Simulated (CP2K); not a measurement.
Two runs for the F K edge of trifluorosilane. Run A: CP2K XAS_TDP, all-electron GAPW, PBEh(45%), aug-pc-2, TDA, no relativity. Run B differs in one setting.

First lines with a strength over 0.0015. A:

| atom | energy (eV) | states | strength, one atom |
| --- | --- | --- | --- |
| F1 (bonded to Si), 3 alike | 682.97 | 1 | 0.0083 |
|  | 683.53 | 1 | 0.0105 |
|  | 683.95 | 1 | 0.0098 |
|  | 684.41 | 1 | 0.0061 |
|  | 685.13 | 1 | 0.0038 |

B:

| atom | energy (eV) | states | strength, one atom |
| --- | --- | --- | --- |
| F1 (bonded to Si), 3 alike | 688.50 | 1 | 0.0083 |
|  | 689.06 | 1 | 0.0104 |
|  | 689.48 | 1 | 0.0097 |
|  | 689.94 | 1 | 0.0060 |
|  | 690.66 | 1 | 0.0038 |

Q: Which was it: the basis, the functional, GW2X switched on, scalar relativity switched on?

GW2X switched on. GW2X shifts an atom's lines together and keeps their spacings. Against PBEh(45%) in aug-pc-2, the leading line moves by +5.53 eV, to 688.50 eV.

[Hosts, paths, dates, database ids (printed as entryN), source tags and the programs' standing remarks are cut or masked in the printed files.]
